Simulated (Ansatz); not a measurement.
Planning a GW calculation on LiPS3 (C2/m).

It takes space group C2/m (No. 12, monoclinic). The conventional cell has a = 11.116 Å, b = 7.007 Å, c = 6.525 Å, α = 90.00°, β = 125.57°, γ = 90.00°. Nearest to Li lie 4 S at 2.54 to 2.58 Å. P has 4 S at 1.99 to 2.15 Å nearest. S has 2 P at 2.15 Å nearest. S has 1 P at 2.01 Å and 2 Li at 2.58 Å nearest. Nearest to S lie 1 P at 1.99 Å and 2 Li at 2.54 Å. Farther neighbours and most contacts between anions are not listed.

```xyz
10
Lattice="5.5578 -3.5035 0.0000 5.5578 3.5035 0.0000 -3.7958 0.0000 5.3074" Properties=species:S:1:pos:R:3 pbc="T T T"
Li    5.5578   -1.8156    0.0000
Li    5.5578    1.8156    0.0000
P    -0.4875    0.0000    3.0678
P     7.8073    0.0000    2.2397
S     3.6599    1.9337    2.6537
S     3.6599   -1.9337    2.6537
S     0.9812    0.0000    1.6915
S     6.3386    0.0000    3.6159
S     0.0167    0.0000    4.9933
S     7.3031    0.0000    0.3141
```

Geometry: measured cell, ions relaxed with PBE. The runs that relaxed it are not among those shown.

Runs so far (Ansatz 0.2.0, start PBE, PAW set soft_1 files, 2×2×2 mesh). Times are wall times on 1 × NVIDIA H100 80GB HBM3 (shared by 6 runs) with 2 threads of AMD EPYC 7R13 (Zen 3), shared host, good to a factor of about two.

| bands summed | cutoff (eV) | gap on the mesh (eV) | time |
| --- | --- | --- | --- |
| 191 | 50 | 3.054 | 6.4 s |
| 495 | 100 | 3.117 | 8.9 s |
| 888 | 150 | 3.150 | 19 s |

What should the next rung give, with 1557 bands and screening to 220 eV, and where is the limit?

The error falls about as one over the bands when the cutoff rises with them. A line through the two highest rungs given predicts 3.168 eV; the run gave 3.173 eV, close to it. The two highest rungs put the limit near 3.204 eV, the pair below near 3.192 eV; their difference is a rough measure of what is unsettled in bands and cutoff; the mesh is a separate error.

Gaps are over the mesh's points; an edge off the mesh would be missed. Limits: not at the basis limit; coarse k mesh.

[Paths, hosts, dates, memory and timing lines, banners, echoed tables and standing remarks are left out of the program output.]

[Logs are printed without paths, hosts, clocks, repeated set-up lines and the standing remarks that a program may print on its own settings, such as how far it seeks lower states.]

[Runs of the session that timed out or met a known fault of the program may be left out.]

[Cells called generated may have been cut or substituted from an entry of the Crystallography Open Database or the Materials Project.]

[Hosts, paths, dates, database ids (printed as entryN), source tags and the programs' standing remarks are cut or masked in the printed files.]
